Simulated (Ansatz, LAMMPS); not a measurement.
# Which site? a vacancy of O in glassy 68P2O5-32SrO (mol %) (103 atoms)

At which site of glassy 68P2O5-32SrO (mol %) (103 atoms) does a vacancy of O cost least, and what about the site decides it?

Main program and level: Ansatz 0.2.0; Kohn-Sham DFT, RPBE, PAW (set soft_2), plane waves.

### 1. Set-up

The cell holds 103 atoms: 26 P, 6 Sr and 71 O. Its edges and angles: a = 11.299 Å, b = 11.299 Å, c = 11.299 Å, α = 90.0°, β = 90.0°, γ = 90.0°. 103 atoms (26 P, 6 Sr, 71 O) placed at random at 2.76 g/cm³, melted at 4000 K for 10 ps at fixed volume with the Morse and Coulomb pair potential with partial charges (Pedone, Malavasi, Menziani, Cormack and Segre, J. Phys. Chem. B 110, 11780 (2006)). Quenched from 4000 K to 300 K at 50 K/ps and fixed volume, held 10 ps at zero pressure.

Limits known from the start: The quench rate of 50 K/ps is orders of magnitude faster than experiment, which tends to freeze in extra defects. The starting topology of bonds comes from the classical model, and needn't be the one that DFT or experiment would give. The Brillouin zone is sampled at Γ only, in a cell whose shortest periodic width is 11 Å.

### 2. Single point at the start

A single point comes first, to see the forces before anything moves.

Input file input.yaml:

```yaml
crystal:
  lattice:
    - [11.2993, 0.0, 0.0]
    - [0.0, 11.2993, 0.0]
    - [0.0, 0.0, 11.2993]
  atoms:
    - { symbol: P, position: [0.0437, 0.54458, 0.93721] }
    - { symbol: P, position: [0.84867, 0.54681, 0.75313] }
    - { symbol: P, position: [0.4447, 0.31771, 0.30872] }
    - { symbol: P, position: [0.21249, 0.41466, 0.76235] }
    - { symbol: P, position: [0.10015, 0.36852, 0.5081] }
    - { symbol: P, position: [0.40256, 0.17167, 0.53269] }
    - { symbol: P, position: [0.63986, 0.37639, 0.77815] }
    - { symbol: P, position: [0.13159, 0.76076, 0.60884] }
    - { symbol: P, position: [0.76651, 0.57189, 0.41709] }
    - { symbol: P, position: [0.47104, 0.75194, 0.86711] }
    - { symbol: P, position: [0.26221, 0.21995, 0.13892] }
    - { symbol: P, position: [0.67562, 0.8982, 0.7558] }
    - { symbol: P, position: [0.41645, 0.57814, 0.401] }
    - { symbol: P, position: [0.94123, 0.15479, 0.85782] }
    - { symbol: P, position: [0.47347, 0.5537, 0.05647] }
    - { symbol: P, position: [0.43978, 0.54146, 0.68011] }
    - { symbol: P, position: [0.64262, 0.14191, 0.64926] }
    - { symbol: P, position: [0.03786, 0.60276, 0.40391] }
    - { symbol: P, position: [0.62434, 0.96351, 0.30662] }
    - { symbol: P, position: [0.32966, 0.1947, 0.87271] }
    - { symbol: P, position: [0.75541, 0.8234, 0.50179] }
    - { symbol: P, position: [0.02298, 0.35518, 0.13858] }
    - { symbol: P, position: [0.73247, 0.56192, 0.14622] }
    - { symbol: P, position: [0.14379, 0.00532, 0.25909] }
    - { symbol: P, position: [0.30697, 0.92486, 0.47075] }
    - { symbol: P, position: [0.48751, 0.92917, 0.09198] }
    - { symbol: Sr, position: [0.97946, 0.07042, 0.53399] }
    - { symbol: Sr, position: [0.68435, 0.21739, 0.07079] }
    - { symbol: Sr, position: [0.21835, 0.73201, 0.16382] }
    - { symbol: Sr, position: [0.81275, 0.23882, 0.35705] }
    - { symbol: Sr, position: [0.89359, 0.86286, 0.02709] }
    - { symbol: Sr, position: [0.15435, 0.89892, 0.88317] }
    - { symbol: O, position: [0.94687, 0.24646, 0.12417] }
    - { symbol: O, position: [0.53605, 0.62466, 0.379] }
    - { symbol: O, position: [0.07816, 0.66914, 0.97638] }
    - { symbol: O, position: [0.49472, 0.63584, 0.9467] }
    - { symbol: O, position: [0.54521, 0.45587, 0.71016] }
    - { symbol: O, position: [0.43164, 0.25461, 0.42597] }
    - { symbol: O, position: [0.19316, 0.2997, 0.44291] }
    - { symbol: O, position: [0.35037, 0.25093, 0.62322] }
    - { symbol: O, position: [0.64793, 0.261, 0.70585] }
    - { symbol: O, position: [0.25993, 0.30779, 0.83225] }
    - { symbol: O, position: [0.56505, 0.83151, 0.79145] }
    - { symbol: O, position: [0.57729, 0.89514, 0.19921] }
    - { symbol: O, position: [0.14526, 0.39272, 0.64249] }
    - { symbol: O, position: [0.52368, 0.13294, 0.5845] }
    - { symbol: O, position: [0.76801, 0.8936, 0.85162] }
    - { symbol: O, position: [0.29889, 0.2006, 0.0098] }
    - { symbol: O, position: [0.94655, 0.11154, 0.72974] }
    - { symbol: O, position: [0.05502, 0.07303, 0.33391] }
    - { symbol: O, position: [0.40442, 0.4424, 0.03894] }
    - { symbol: O, position: [0.42611, 0.54391, 0.54472] }
    - { symbol: O, position: [0.09863, 0.49223, 0.45315] }
    - { symbol: O, position: [0.2144, 0.10428, 0.19344] }
    - { symbol: O, position: [0.2327, 0.95251, 0.3578] }
    - { symbol: O, position: [0.30677, 0.6486, 0.3813] }
    - { symbol: O, position: [0.99964, 0.40801, 0.25776] }
    - { symbol: O, position: [0.36081, 0.26288, 0.21899] }
    - { symbol: O, position: [0.20871, 0.66115, 0.65162] }
    - { symbol: O, position: [0.47012, 0.65326, 0.74487] }
    - { symbol: O, position: [0.61457, 0.37522, 0.90652] }
    - { symbol: O, position: [0.2798, 0.08015, 0.83069] }
    - { symbol: O, position: [0.73853, 0.57952, 0.282] }
    - { symbol: O, position: [0.9006, 0.58266, 0.40542] }
    - { symbol: O, position: [0.21147, 0.86209, 0.55257] }
    - { symbol: O, position: [0.57166, 0.31621, 0.26513] }
    - { symbol: O, position: [0.07075, 0.64201, 0.28317] }
    - { symbol: O, position: [0.92258, 0.53272, 0.64448] }
    - { symbol: O, position: [0.52007, 0.05938, 0.07614] }
    - { symbol: O, position: [0.40198, 0.63387, 0.13932] }
    - { symbol: O, position: [0.32894, 0.482, 0.7391] }
    - { symbol: O, position: [0.35655, 0.91793, 0.12654] }
    - { symbol: O, position: [0.32922, 0.05919, 0.50617] }
    - { symbol: O, position: [0.79644, 0.45686, 0.10467] }
    - { symbol: O, position: [0.45744, 0.1957, 0.8491] }
    - { symbol: O, position: [0.41691, 0.85895, 0.46846] }
    - { symbol: O, position: [0.64529, 0.03058, 0.72811] }
    - { symbol: O, position: [0.99768, 0.06049, 0.93334] }
    [... 19 atom lines left out ...]
    - { symbol: O, position: [0.77497, 0.6563, 0.75187] }
    - { symbol: O, position: [0.81426, 0.1784, 0.88669] }
    - { symbol: O, position: [0.09574, 0.90881, 0.1843] }
    - { symbol: O, position: [0.71515, 0.4658, 0.47489] }
    - { symbol: O, position: [0.88032, 0.86096, 0.47028] }
    - { symbol: O, position: [0.13564, 0.48948, 0.85035] }
kpoints:
  mp_grid: { grid: [1, 1, 1] }
hamiltonian:
  xc: rpbe
scf:
  occupations: { method: fixed }
output:
  forces: true
```

Run with:

```sh
$ ansatz run input.yaml --threads 4 --pin off --max-ram 8192MiB --backend cpu --events-out ev --progress --plain --runs-dir out
```

Output:

```text
[...]
Pseudopotentials: kind: paw
Pseudopotential: P, paw, valence charge 5, recommended cutoff 420 eV (normal), P.paw.azcp
Pseudopotential: Sr, paw, valence charge 10, recommended cutoff 420 eV (normal), Sr.paw.azcp
Pseudopotential: O, paw, valence charge 6, recommended cutoff 420 eV (normal), O.paw.azcp
[...]
Crystal: 103 atoms, lattice volume = 1442.629 Å³
Basis set: ecut = 420 eV, 28257 PW (Γ), exchange–correlation on 160×160×160 points (8 copies of the dense FFT grid, shifted against one another)
Bands: 411, of which v1, the nominal top of the filled ones, is band 308 counted from 1 (307 counted from 0)
Symmetry: 1 space group operations
Space group: P1 (ITA 1), of the structure as read, at distance tolerance 1.1e-4 Å
k-points: 1
[...]
Initial density: superposition of atomic densities (neutral atoms: chi_scale 0, normalization atom), corrected by the library's trained network
Initial wavefunctions: pseudopotential atomic-orbital guess
[...]
SCF iter   1: F=—  HF=-81478.859251 eV  |F-HF|=—  |Δ(HF+E_count)|=         —  Δρ=8.57e-3  dr2=1.83e0  ethr=1.77e-3  ⟨swp⟩=8.0  Hψ=1532  notcnv=0  defer=101
preconditioner: auto → Resta (q_TF=auto, 2.368 Å⁻¹)  ε∞=3.1  [insulator: Δε(μ)=2.291 eV  Ē_g=16.674 eV  n_scr=340 (ndim 8)  ℏωp=24.0 eV  f_vac=0.155  ε∞_Penn≈3.1]
SCF iter   2: F=—  HF=-81478.402812 eV  |F-HF|=—  |Δ(HF+E_count)|=   4.56e-1  Δρ=4.35e-3  dr2=3.19e-1  ethr=2.98e-4  ⟨swp⟩=3.0  Hψ=684  notcnv=0  defer=101
SCF iter   3: F=—  HF=-81478.332519 eV  |F-HF|=—  |Δ(HF+E_count)|=   7.03e-2  Δρ=1.70e-3  dr2=1.00e-1  ethr=5.18e-5  ⟨swp⟩=3.0  Hψ=643  notcnv=0  defer=93
automatic band count: iteration 3 solves 403 bands in place of 411: the levels show a gap, and the empty bands left out lie too high to hold charge; the band table lists the bands solved (type scf.n_extra_bands for more)
SCF iter   4: F=—  HF=-81478.304412 eV  |F-HF|=—  |Δ(HF+E_count)|=   2.81e-2  Δρ=8.44e-4  dr2=1.01e-2  ethr=1.63e-5  ⟨swp⟩=4.0  Hψ=633  notcnv=0  defer=93
SCF iter   5: F=—  HF=-81478.304754 eV  |F-HF|=—  |Δ(HF+E_count)|=   3.42e-4  Δρ=4.34e-4  dr2=2.31e-3  ethr=1.64e-6  ⟨swp⟩=3.0  Hψ=729  notcnv=0  defer=93
[...]
SCF iter  10: F=—  HF=-81478.302347 eV  |F-HF|=—  |Δ(HF+E_count)|=   2.51e-7  Δρ=3.72e-6  dr2=1.75e-7  ethr=1.49e-10  ⟨swp⟩=4.0  Hψ=613  notcnv=0  defer=93
SCF iter  11: F=-81478.302347 eV  HF=-81478.302347 eV  |F-HF|=2.05e-8  |Δ(HF+E_count)|=   7.30e-8  Δρ=9.20e-7  dr2=1.29e-8  ethr=1.62e-11  ⟨swp⟩=6.0  Hψ=1308  notcnv=0
SCF 1 converged in 11 iterations: F = -81478.302347 eV  dr2 = 1.29e-8
[...]
SCF converged after 11 iterations
Free energy (F): -81478.302347 eV
Harris-Foulkes:  -81478.302347 eV  (|F-HF|=2.05e-8)
Internal energy: -81478.302347 eV  (E = F + TS)
E sigma→0 (E₀):  -81478.302347 eV
Fermi energy:    6.269374 eV
--- Per-component energies (eV) ---
[...]
Σ components = -81478.302347   (vs F -81478.302347, Δ=0.00e0)
--- Forces (eV/Å), atoms counted from 1 ---
  atom   1  P     -1.43522366     0.71520240    -0.09229863
  atom   2  P     -1.09537578     3.17583876    -5.89808484
  atom   3  P      5.41692357     4.10599880     0.43614622
  atom   4  P     -1.73731354    -1.52135500    -1.15649106
[...]
atom 103  O      1.93342142    -0.23676942    -1.26230900
  max |Σ_I F_I| component: 1.35e-5 eV/Å
```

Elapsed: 30 s, on 4 threads of Arm Neoverse N1, shared host; peak memory 1.7 GiB.

The column dr2 measures how far the density is from self-consistency, as an energy; F and HF (Harris–Foulkes) agree once it is small.

The r.m.s. force at the start is 1.7 eV/Å.

### 3. Relaxation

The atoms are relaxed in the fixed cell, aiming at the force tolerance of the input.

Input file input.yaml:

```yaml
crystal:
  lattice:
    - [11.2993, 0.0, 0.0]
    - [0.0, 11.2993, 0.0]
    - [0.0, 0.0, 11.2993]
  atoms:
    [... the 103 atom lines of step 2 ...]
kpoints:
  mp_grid: { grid: [1, 1, 1] }
hamiltonian:
  xc: rpbe
scf:
  occupations: { method: fixed }
output:
  forces: true
relax:
  f_tol: 0.05
  max_steps: 120
```

Output:

```text
[...]
Crystal: 103 atoms, lattice volume = 1442.629 Å³
Basis set: ecut = 420 eV, 28257 PW (Γ), exchange–correlation on 160×160×160 points (8 copies of the dense FFT grid, shifted against one another)
Bands: 411, of which v1, the nominal top of the filled ones, is band 308 counted from 1 (307 counted from 0)
Symmetry: 1 space group operations
[...]
k-points: 1
[...]
SCF iter   1: F=—  HF=-81478.859248 eV  |F-HF|=—  |Δ(HF+E_count)|=         —  Δρ=8.57e-3  dr2=1.83e0  ethr=1.77e-3  ⟨swp⟩=8.0  Hψ=1532  notcnv=0  defer=101
[...]
SCF iter   8: F=-81478.302345 eV  HF=-81478.302342 eV  |F-HF|=3.33e-6  |Δ(HF+E_count)|=   4.18e-6  Δρ=1.71e-5  dr2=4.06e-6  ethr=7.05e-9  ⟨swp⟩=6.0  Hψ=1168  notcnv=0
SCF 1 converged in 8 iterations: F = -81478.302345 eV  dr2 = 4.06e-6
[...]
relax step   1: F+E_penalty+E_count = -81478.30234504 eV  Δ(F+E_penalty+E_count) = +0.000e0 eV  max|allowed force component| = 6.850e0 eV/Å  Δτ_max = 0.0000 Å  (8 SCF iters, dr2 threshold 6.25e-5 eV, accepted)
[... from here on, the SCF cycles and remarks between the steps are left out ...]
relax step   2: F+E_penalty+E_count = -81483.82874589 eV  Δ(F+E_penalty+E_count) = -5.526e0 eV  max|allowed force component| = 5.685e0 eV/Å  Δτ_max = 0.1950 Å  (7 SCF iters, dr2 threshold 1.00e-4 eV, accepted)
relax step   3: F+E_penalty+E_count = -81488.88104264 eV  Δ(F+E_penalty+E_count) = -5.052e0 eV  max|allowed force component| = 2.387e0 eV/Å  Δτ_max = 0.1943 Å  (7 SCF iters, dr2 threshold 1.00e-4 eV, accepted)
relax step   4: F+E_penalty+E_count = -81490.73901752 eV  Δ(F+E_penalty+E_count) = -1.858e0 eV  max|allowed force component| = 1.568e0 eV/Å  Δτ_max = 0.1950 Å  (7 SCF iters, dr2 threshold 1.00e-4 eV, accepted)
relax step   5: F+E_penalty+E_count = -81492.07606445 eV  Δ(F+E_penalty+E_count) = -1.337e0 eV  max|allowed force component| = 1.192e0 eV/Å  Δτ_max = 0.1950 Å  (7 SCF iters, dr2 threshold 1.00e-4 eV, accepted)
relax step   6: F+E_penalty+E_count = -81492.96073526 eV  Δ(F+E_penalty+E_count) = -8.847e-1 eV  max|allowed force component| = 8.886e-1 eV/Å  Δτ_max = 0.1971 Å  (6 SCF iters, dr2 threshold 1.00e-4 eV, accepted)
relax step   7: F+E_penalty+E_count = -81493.82177850 eV  Δ(F+E_penalty+E_count) = -8.610e-1 eV  max|allowed force component| = 5.802e-1 eV/Å  Δτ_max = 0.1972 Å  (7 SCF iters, dr2 threshold 1.00e-4 eV, accepted)
relax step   8: F+E_penalty+E_count = -81494.40924390 eV  Δ(F+E_penalty+E_count) = -5.875e-1 eV  max|allowed force component| = 5.533e-1 eV/Å  Δτ_max = 0.1904 Å  (6 SCF iters, dr2 threshold 1.00e-4 eV, accepted)
relax step   9: F+E_penalty+E_count = -81494.75803926 eV  Δ(F+E_penalty+E_count) = -3.488e-1 eV  max|allowed force component| = 1.404e0 eV/Å  Δτ_max = 0.1917 Å  (7 SCF iters, dr2 threshold 1.00e-4 eV, accepted)
relax step  10: F+E_penalty+E_count = -81494.93366954 eV  Δ(F+E_penalty+E_count) = -1.756e-1 eV  max|allowed force component| = 1.571e0 eV/Å  Δτ_max = 0.1754 Å  (7 SCF iters, dr2 threshold 1.00e-4 eV, accepted)
relax step  11: F+E_penalty+E_count = -81495.35147993 eV  Δ(F+E_penalty+E_count) = -4.178e-1 eV  max|allowed force component| = 4.008e-1 eV/Å  Δτ_max = 0.2000 Å  (6 SCF iters, dr2 threshold 1.00e-4 eV, accepted)
relax step  12: F+E_penalty+E_count = -81495.50958320 eV  Δ(F+E_penalty+E_count) = -1.581e-1 eV  max|allowed force component| = 4.462e-1 eV/Å  Δτ_max = 0.1629 Å  (7 SCF iters, dr2 threshold 1.05e-5 eV, accepted)
relax step  13: F+E_penalty+E_count = -81495.59769473 eV  Δ(F+E_penalty+E_count) = -8.811e-2 eV  max|allowed force component| = 4.366e-1 eV/Å  Δτ_max = 0.1253 Å  (7 SCF iters, dr2 threshold 1.30e-5 eV, accepted)
relax step  14: F+E_penalty+E_count = -81495.69206642 eV  Δ(F+E_penalty+E_count) = -9.437e-2 eV  max|allowed force component| = 3.917e-1 eV/Å  Δτ_max = 0.0858 Å  (6 SCF iters, dr2 threshold 1.00e-4 eV, accepted)
relax step  15: F+E_penalty+E_count = -81495.79173585 eV  Δ(F+E_penalty+E_count) = -9.967e-2 eV  max|allowed force component| = 3.298e-1 eV/Å  Δτ_max = 0.1566 Å  (6 SCF iters, dr2 threshold 1.00e-4 eV, accepted)
relax step  16: F+E_penalty+E_count = -81495.86191471 eV  Δ(F+E_penalty+E_count) = -7.018e-2 eV  max|allowed force component| = 3.588e-1 eV/Å  Δτ_max = 0.1167 Å  (6 SCF iters, dr2 threshold 7.71e-5 eV, accepted)
relax step  17: F+E_penalty+E_count = -81495.94356564 eV  Δ(F+E_penalty+E_count) = -8.165e-2 eV  max|allowed force component| = 4.295e-1 eV/Å  Δτ_max = 0.0950 Å  (6 SCF iters, dr2 threshold 9.13e-5 eV, accepted)
relax step  18: F+E_penalty+E_count = -81496.00910439 eV  Δ(F+E_penalty+E_count) = -6.554e-2 eV  max|allowed force component| = 5.134e-1 eV/Å  Δτ_max = 0.1073 Å  (6 SCF iters, dr2 threshold 1.00e-4 eV, accepted)
relax step  19: F+E_penalty+E_count = -81496.06502173 eV  Δ(F+E_penalty+E_count) = -5.592e-2 eV  max|allowed force component| = 5.068e-1 eV/Å  Δτ_max = 0.0825 Å  (6 SCF iters, dr2 threshold 1.00e-4 eV, accepted)
relax step  20: F+E_penalty+E_count = -81496.13372751 eV  Δ(F+E_penalty+E_count) = -6.871e-2 eV  max|allowed force component| = 5.124e-1 eV/Å  Δτ_max = 0.1557 Å  (6 SCF iters, dr2 threshold 1.00e-4 eV, accepted)
relax step  21: F+E_penalty+E_count = -81496.21046001 eV  Δ(F+E_penalty+E_count) = -7.673e-2 eV  max|allowed force component| = 6.345e-1 eV/Å  Δτ_max = 0.2000 Å  (6 SCF iters, dr2 threshold 1.00e-4 eV, accepted)
relax step  22: F+E_penalty+E_count = -81496.30665629 eV  Δ(F+E_penalty+E_count) = -9.620e-2 eV  max|allowed force component| = 6.066e-1 eV/Å  Δτ_max = 0.1950 Å  (6 SCF iters, dr2 threshold 1.00e-4 eV, accepted)
relax step  23: F+E_penalty+E_count = -81496.39915772 eV  Δ(F+E_penalty+E_count) = -9.250e-2 eV  max|allowed force component| = 4.905e-1 eV/Å  Δτ_max = 0.1915 Å  (6 SCF iters, dr2 threshold 1.00e-4 eV, accepted)
relax step  24: F+E_penalty+E_count = -81496.48170456 eV  Δ(F+E_penalty+E_count) = -8.255e-2 eV  max|allowed force component| = 5.274e-1 eV/Å  Δτ_max = 0.1951 Å  (6 SCF iters, dr2 threshold 1.00e-4 eV, accepted)
relax step  25: F+E_penalty+E_count = -81496.51841359 eV  Δ(F+E_penalty+E_count) = -3.671e-2 eV  max|allowed force component| = 3.730e-1 eV/Å  Δτ_max = 0.2000 Å  (6 SCF iters, dr2 threshold 1.00e-4 eV, accepted)
relax step  26: F+E_penalty+E_count = -81496.55270277 eV  Δ(F+E_penalty+E_count) = -3.429e-2 eV  max|allowed force component| = 5.318e-1 eV/Å  Δτ_max = 0.1753 Å  (6 SCF iters, dr2 threshold 6.96e-5 eV, accepted)
relax step  27: F+E_penalty+E_count = -81496.57700886 eV  Δ(F+E_penalty+E_count) = -2.431e-2 eV  max|allowed force component| = 1.774e-1 eV/Å  Δτ_max = 0.0734 Å  (5 SCF iters, dr2 threshold 1.00e-4 eV, accepted)
relax step  28: F+E_penalty+E_count = -81496.30815216 eV  Δ(F+E_penalty+E_count) = +2.689e-1 eV  max|allowed force component| = 5.752e-1 eV/Å  Δτ_max = 0.2000 Å  (9 SCF iters, dr2 threshold 3.50e-6 eV, rejected (line search))
relax step  29: F+E_penalty+E_count = -81496.59935853 eV  Δ(F+E_penalty+E_count) = -2.235e-2 eV  max|allowed force component| = 8.174e-2 eV/Å  Δτ_max = 0.0488 Å  (11 SCF iters, accepted)
relax step  30: F+E_penalty+E_count = -81496.58542575 eV  Δ(F+E_penalty+E_count) = +1.393e-2 eV  max|allowed force component| = 2.570e-1 eV/Å  Δτ_max = 0.1000 Å  (10 SCF iters, rejected (line search))
relax step  31: F+E_penalty+E_count = -81496.61155606 eV  Δ(F+E_penalty+E_count) = -1.220e-2 eV  max|allowed force component| = 5.556e-2 eV/Å  Δτ_max = 0.0403 Å  (9 SCF iters, accepted)
relax step  32: F+E_penalty+E_count = -81496.61286030 eV  Δ(F+E_penalty+E_count) = -1.304e-3 eV  max|allowed force component| = 6.247e-2 eV/Å  Δτ_max = 0.0500 Å  (9 SCF iters, accepted)
relax step  33: F+E_penalty+E_count = -81496.61650471 eV  Δ(F+E_penalty+E_count) = -3.644e-3 eV  max|allowed force component| = 4.294e-2 eV/Å  Δτ_max = 0.0306 Å  (8 SCF iters, accepted)
SCF converged after 8 iterations
Free energy (F): -81496.616505 eV
[...]
Internal energy: -81496.616505 eV  (E = F + TS)
E sigma→0 (E₀):  -81496.616505 eV
Fermi energy:    5.489872 eV
[...]
Σ components = -81496.616505   (vs F -81496.616505, Δ=0.00e0)
--- Forces (eV/Å), atoms counted from 1 ---
  atom   1  P      0.00192622    -0.01722083     0.00636731
  atom   2  P     -0.00268287    -0.00041007     0.00636179
  atom   3  P     -0.00899687     0.00210555     0.00755111
  atom   4  P     -0.02958669    -0.00890611    -0.01420389
[...]
atom 103  O     -0.01179324    -0.00296418     0.01225734
  max |Σ_I F_I| component: 6.83e-5 eV/Å
--- Relaxed structure (33 steps of the walk, 31 accepted, 0 SCFs on fresh bases) ---
  F+E_penalty+E_count = -81496.61650471 eV   max|allowed force component| = 4.294e-2 eV/Å
  atoms:
    - { symbol: P, position: [0.030518, 0.534909, 0.923741] }
    - { symbol: P, position: [0.848324, 0.540616, 0.736736] }
    - { symbol: P, position: [0.451641, 0.313589, 0.293264] }
    - { symbol: P, position: [0.214034, 0.403034, 0.764309] }
[...]
- { symbol: O, position: [0.147477, 0.494606, 0.844454] }
```

Run time: 12 min. Hardware: 4 threads; peak memory 1.7 GiB; 45 min of CPU time.

The relaxation converged after 33 steps, 18.3 eV below its start, with a largest force component of 0.043 eV/Å.

(Continued in part 2 of 4.)

[Long decimals in the printed logs are rounded to 6 places.]

[Logs are printed without paths, hosts, clocks, repeated set-up lines and the standing remarks that a program may print on its own settings, such as how far it seeks lower states.]

[Hosts, paths, dates, database ids (printed as entryN), source tags and the programs' standing remarks are cut or masked in the printed files.]
